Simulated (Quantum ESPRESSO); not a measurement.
# 1T-MgI2, 1 layer: a series in the share of short-range exact exchange, part 2 of 3

Aim: how the results for 1T-MgI2, 1 layer change with the share of short-range exact exchange.

Quantum ESPRESSO 7.5; plane-wave DFT, PBE, SG15 norm-conserving pseudopotentials.

So far. Step 2 (Relaxing cell and ions of the reference):  The last row is no step: it is a fresh SCF in the final cell with a new plane-wave basis, -0 meV from the row before.

## Step 3: Self-consistent run, 0

The self-consistent run of this member.

Level of this step: plane-wave DFT, PBE, SG15 norm-conserving pseudopotentials (Quantum ESPRESSO 7.5).

File m0.scf.in:

```
&control
  prefix = 'm0.scf'
  outdir = './out'
  pseudo_dir = './pseudo'
  calculation = 'scf'
  tprnfor = .true.
/
&system
  ibrav = 0
  nat = 3
  ntyp = 2
  ecutwfc = 60
  ecutrho = 240
  occupations = 'fixed'
  nbnd = 25
/
&electrons
  conv_thr = 1e-08
  mixing_beta = 0.6
  electron_maxstep = 120
/
ATOMIC_SPECIES
  I   126.9045  I_ONCV_PBE-1.2.upf
  Mg  24.3050  Mg_ONCV_PBE-1.2.upf
CELL_PARAMETERS angstrom
  4.20448750200000 0.00000000000000 0.00000000000000
  -2.10224375100000 3.64119298700000 0.00000000000000
  0.00000000000000 0.00000000000000 17.59210358600000
ATOMIC_POSITIONS crystal
  I   0.666666666700 0.333333333300 0.404846993700
  Mg  0.000000000000 0.000000000000 0.500000000000
  I   0.333333333300 0.666666666700 0.595153006300
K_POINTS automatic
  9 9 1 0 0 0
```

Command:

```
$ OMP_NUM_THREADS=1 mpirun -n 4 pw.x -nk 4 -in m0.scf.in > m0.scf.out
```

The log of the run:

```text
[banner, memory and clock lines left out]
Program PWSCF v.7.5 starts
[citation notice left out]

[...]
Message from routine setup:
[...]
bravais-lattice index     =            0
     lattice parameter (alat)  =       7.9453  a.u.
     unit-cell volume          =    1817.4863 (a.u.)^3
     number of atoms/cell      =            3
     number of atomic types    =            2
     number of electrons       =        44.00
     number of Kohn-Sham states=           25
     kinetic-energy cutoff     =      60.0000  Ry
     charge density cutoff     =     240.0000  Ry
     scf convergence threshold =      1.0E-08
     mixing beta               =       0.6000
     number of iterations used =            8  plain     mixing
     Exchange-correlation= PBE
                           (   1   4   3   4   0   0   0)

[...]
PseudoPot. # 1 for I  read from file:
     ./pseudo/I_ONCV_PBE-1.2.upf
     Pseudo is Norm-conserving, Zval = 17.0
     Generated using ONCVPSP code by D. R. Hamann
     Using radial grid of  602 points,  6 beta functions with:
                l(1) =   0
                l(2) =   0
                l(3) =   1
                l(4) =   1
                l(5) =   2
                l(6) =   2

     PseudoPot. # 2 for Mg read from file:
     ./pseudo/Mg_ONCV_PBE-1.2.upf
     Pseudo is Norm-conserving, Zval = 10.0
     Generated using ONCVPSP code by D. R. Hamann
     Using radial grid of  602 points,  4 beta functions with:
                l(1) =   0
                l(2) =   0
                l(3) =   1
                l(4) =   1

     atomic species   valence    mass     pseudopotential
     I                17.00   126.90450     I ( 1.00)
     Mg               10.00    24.30500     Mg( 1.00)

     12 Sym. Ops., with inversion, found

[...]
number of k points=    12
[...]
Dense  grid:   114109 G-vectors     FFT dimensions: (  40,  40, 180)

     Initial potential from superposition of free atoms

     starting charge      43.8856, renormalised to      44.0000

     negative rho (up, down):  3.497E-04 0.000E+00
     Starting wfcs are random

     per-process dynamical memory:    81.3 Mb

     Self-consistent Calculation

     iteration #  1     ecut=    60.00 Ry     beta= 0.60
     Davidson diagonalization with overlap
     ethr =  1.00E-02,  avg # of iterations = 10.4

     Threshold (ethr) on eigenvalues was too large:
     Diagonalizing with lowered threshold

     Davidson diagonalization with overlap
     ethr =  1.22E-04,  avg # of iterations =  8.0

     negative rho (up, down):  3.376E-05 0.000E+00

     total energy              =    -506.23802904 Ry
     estimated scf accuracy    <       0.04629844 Ry

     iteration #  2     ecut=    60.00 Ry     beta= 0.60
[...]
negative rho (up, down):  1.694E-05 0.000E+00

[...]
total energy              =    -506.24521472 Ry
     estimated scf accuracy    <       0.01690677 Ry

     iteration #  3     ecut=    60.00 Ry     beta= 0.60
[...]
negative rho (up, down):  2.876E-06 0.000E+00

[...]
total energy              =    -506.24921659 Ry
     estimated scf accuracy    <       0.00166618 Ry

     iteration #  4     ecut=    60.00 Ry     beta= 0.60
[...]
negative rho (up, down):  1.718E-07 0.000E+00

[...]
total energy              =    -506.24946334 Ry
     estimated scf accuracy    <       0.00006632 Ry

     iteration #  5     ecut=    60.00 Ry     beta= 0.60
[...]
total energy              =    -506.24947475 Ry
     estimated scf accuracy    <       0.00000547 Ry

     iteration #  6     ecut=    60.00 Ry     beta= 0.60
[...]
total energy              =    -506.24947569 Ry
     estimated scf accuracy    <       0.00000012 Ry

     iteration #  7     ecut=    60.00 Ry     beta= 0.60
[...]
total energy              =    -506.24947574 Ry
     estimated scf accuracy    <       0.00000003 Ry

     iteration #  8     ecut=    60.00 Ry     beta= 0.60
[...]
End of self-consistent calculation

          k = 0.0000 0.0000 0.0000 ( 14205 PWs)   bands (ev):

   -77.0114 -45.3439 -45.3439 -45.3437 -45.3437 -45.3241 -45.3241 -45.3238
   -45.3238 -45.3151 -45.3150 -43.7269 -43.7269 -43.7268 -13.5654 -13.0559
    -4.6627  -2.3866  -2.0860  -2.0860  -1.8189  -1.8189   2.1482   3.0833
     4.2711

          k = 0.0000 0.1283 0.0000 ( 14253 PWs)   bands (ev):

   -77.0114 -45.3439 -45.3438 -45.3437 -45.3436 -45.3242 -45.3242 -45.3238
   -45.3238 -45.3151 -45.3150 -43.7270 -43.7269 -43.7268 -13.5081 -13.0221
    -4.6131  -2.6583  -2.2792  -2.2297  -2.1714  -1.8435   2.5430   3.5297
     4.1753

[...]
highest occupied, lowest unoccupied level (ev):    -1.8189    1.8733

!    total energy              =    -506.24947575 Ry
     estimated scf accuracy    <          2.3E-10 Ry

     The total energy is the sum of the following terms:
     one-electron contribution =   -1463.08616136 Ry
     hartree contribution      =     714.21273030 Ry
     xc contribution           =     -53.24065007 Ry
     ewald contribution        =     295.86460538 Ry

     convergence has been achieved in   8 iterations

     Forces acting on atoms (cartesian axes, Ry/au):

     atom    1 type  1   force =    -0.00000000   -0.00000000    0.00022419
     atom    2 type  2   force =     0.00000000    0.00000000    0.00000000
     atom    3 type  1   force =     0.00000000   -0.00000000   -0.00022419

     Total force =     0.000317     Total SCF correction =     0.000058
     SCF correction compared to forces is large: reduce conv_thr to get better values

[...]
```

It took 16 s on 4 MPI ranks of Arm Neoverse V2, shared host; peak memory 0.61 GiB.

Read from the output:

| Property | Result |
| --- | --- |
| free energy | -6887.8750 eV |
| valence top, on the run's zero | -1.819 eV |
| conduction bottom, on the run's zero | 1.873 eV |
| gap by band count | 3.692 eV |

## Step 4: Electrostatic potential, 0

plot_num = 11 writes the bare and Hartree potential, from which vacuum levels or, in a crystal, the mean potential are read.

File m0.pot.in:

```
&inputpp
  prefix = 'm0.scf'
  outdir = './out'
  filplot = 'm0.pot.dat'
  plot_num = 11
/
```

Command:

```
$ OMP_NUM_THREADS=1 mpirun -n 4 pp.x -in m0.pot.in > m0.pot.out
```

The log of the run:

```text
[banner, memory and clock lines left out]
Program POST-PROC v.7.5 starts

          URL

     ./out/m0.scf.save/

     IMPORTANT: XC functional enforced from input :
     Exchange-correlation= PBE
                           (   1   4   3   4   0   0   0)
     Any further DFT definition will be discarded
     Please, verify this is what you really want

     Calling punch_plot, plot_num =  11
     Writing data to file  m0.pot.dat
     Message from routine chdens:
     namelist plot not found or invalid, exiting
```

The job ended after 0.69 s (4 MPI ranks; peak memory 0.09 GiB).

Read from the output:

```
potential in the middle of the vacuum, over the valence top : 6.490 eV
```

Electrostatic potential energy of an electron; zero at the highest filled level of the SCF mesh. Table of potential energy, planar mean by z:

| z (Å) | potential energy, planar mean (eV) |
| --- | --- |
| 0.0 | 6.49 |
| 0.5 | 6.49 |
| 1.0 | 6.49 |
| 1.5 | 6.49 |
| 2.0 | 6.49 |
| 2.5 | 6.49 |
| 3.0 | 6.49 |
| 3.5 | 6.49 |
| 4.0 | 6.49 |
| 4.5 | 6.47 |
| 5.0 | 6.39 |
| 5.5 | 6.06 |
| 6.0 | 4.57 |
| 6.5 | -0.763 |
| 7.0 | -10.4 |
| 7.5 | -6.75 |
| 8.0 | -0.591 |
| 8.5 | -2.48 |
| 9.0 | -3.93 |
| 9.5 | -0.332 |
| 10.0 | -5.07 |
| 10.5 | -11.1 |
| 11.0 | -2.49 |
| 11.5 | 3.97 |
| 12.0 | 5.92 |
| 12.5 | 6.36 |
| 13.0 | 6.46 |
| 13.5 | 6.48 |
| 14.0 | 6.49 |
| 14.5 | 6.49 |
| 15.0 | 6.49 |
| 15.5 | 6.49 |
| 16.0 | 6.49 |
| 16.5 | 6.49 |
| 17.0 | 6.49 |

## Step 5: Self-consistent run, 0.1

Level of this step: plane-wave DFT, screened hybrid with 0.1 exact exchange, SG15 norm-conserving pseudopotentials (Quantum ESPRESSO 7.5). input_dft overrides the functional of the files.

m1.scf.in, as its differences from the input of step 3:

```diff
@@ -1,3 +1,3 @@
 &control
-  prefix = 'm0.scf'
+  prefix = 'm1.scf'
   outdir = './out'
@@ -15,2 +15,8 @@
   nbnd = 25
+  input_dft = 'hse'
+  exx_fraction = 0.1
+  nqx1 = 3
+  nqx2 = 3
+  nqx3 = 1
+  ecutfock = 60
 /
```

Command:

```
$ OMP_NUM_THREADS=1 mpirun -n 4 pw.x -nk 4 -in m1.scf.in > m1.scf.out
```

The log of the run:

```text
[banner, memory and clock lines left out]
Program PWSCF v.7.5 starts
[...]
Message from routine setup:
[...]
number of electrons       =        44.00
     number of Kohn-Sham states=           25
     kinetic-energy cutoff     =      60.0000  Ry
     charge density cutoff     =     240.0000  Ry
[...]
number of k points=    12
[...]
Dense  grid:   114109 G-vectors     FFT dimensions: (  40,  40, 180)
[...]
negative rho (up, down):  3.497E-04 0.000E+00
     Starting wfcs are random
[...]
negative rho (up, down):  3.376E-05 0.000E+00
[...]
estimated scf accuracy    <       0.04629844 Ry
[...]
negative rho (up, down):  1.694E-05 0.000E+00
[...]
estimated scf accuracy    <       0.01690677 Ry
[...]
negative rho (up, down):  2.876E-06 0.000E+00
[...]
estimated scf accuracy    <       0.00166618 Ry
[...]
negative rho (up, down):  1.718E-07 0.000E+00
[...]
estimated scf accuracy    <       0.00006632 Ry
[...]
estimated scf accuracy    <       0.00000547 Ry
[...]
estimated scf accuracy    <       0.00000012 Ry
[...]
estimated scf accuracy    <       0.00000003 Ry
[...]
highest occupied, lowest unoccupied level (ev):    -1.8189    1.8733
!    total energy              =    -506.24947575 Ry
     estimated scf accuracy    <          2.3E-10 Ry
     convergence has been achieved in   8 iterations
[...]
estimated scf accuracy    <       0.00211376 Ry
[...]
estimated scf accuracy    <       0.00056348 Ry
[...]
estimated scf accuracy    <       0.00004264 Ry
[...]
estimated scf accuracy    <       0.00000097 Ry
[...]
estimated scf accuracy    <       0.00000008 Ry
[...]
highest occupied, lowest unoccupied level (ev):    -2.1845    1.9777
!    total energy              =    -505.81397401 Ry
     estimated scf accuracy    <          7.5E-09 Ry
     convergence has been achieved in   6 iterations
[...]
estimated scf accuracy    <       0.00000749 Ry
[...]
estimated scf accuracy    <       0.00000110 Ry
[...]
estimated scf accuracy    <       0.00000019 Ry
[...]
highest occupied, lowest unoccupied level (ev):    -2.1866    1.9836
!    total energy              =    -505.81411144 Ry
     estimated scf accuracy    <          3.7E-09 Ry
     convergence has been achieved in   4 iterations
[...]
estimated scf accuracy    <       0.00000002 Ry
[...]
highest occupied, lowest unoccupied level (ev):    -2.1865    1.9840
!    total energy              =    -505.81411189 Ry
     estimated scf accuracy    <          1.8E-09 Ry
     convergence has been achieved in   2 iterations
[...]
!!   total energy              =    -505.81411189 Ry
[...]
Total force =     0.005633     Total SCF correction =     0.000294
[...]
```

It took 2 min on 4 MPI ranks; peak memory 6.3 GiB; 8.1 min of CPU time.

Read from the output:

```
free energy                          : -6881.9516 eV
valence top, on the run's zero       : -2.187 eV
conduction bottom, on the run's zero : 1.984 eV
gap by band count                    : 4.171 eV
```

(Continued in part 3 of 3.)

[Logs are printed without paths, hosts, clocks, repeated set-up lines and the standing remarks that a program may print on its own settings, such as how far it seeks lower states.]

[Hosts, paths, dates, database ids (printed as entryN), source tags and the programs' standing remarks are cut or masked in the printed files.]

[Maps of the electrostatic potential energy from Ansatz leave out the sawtooth potential of an applied field or a dipole correction, so their vacuum need not be flat; planar profiles and work functions include it.]
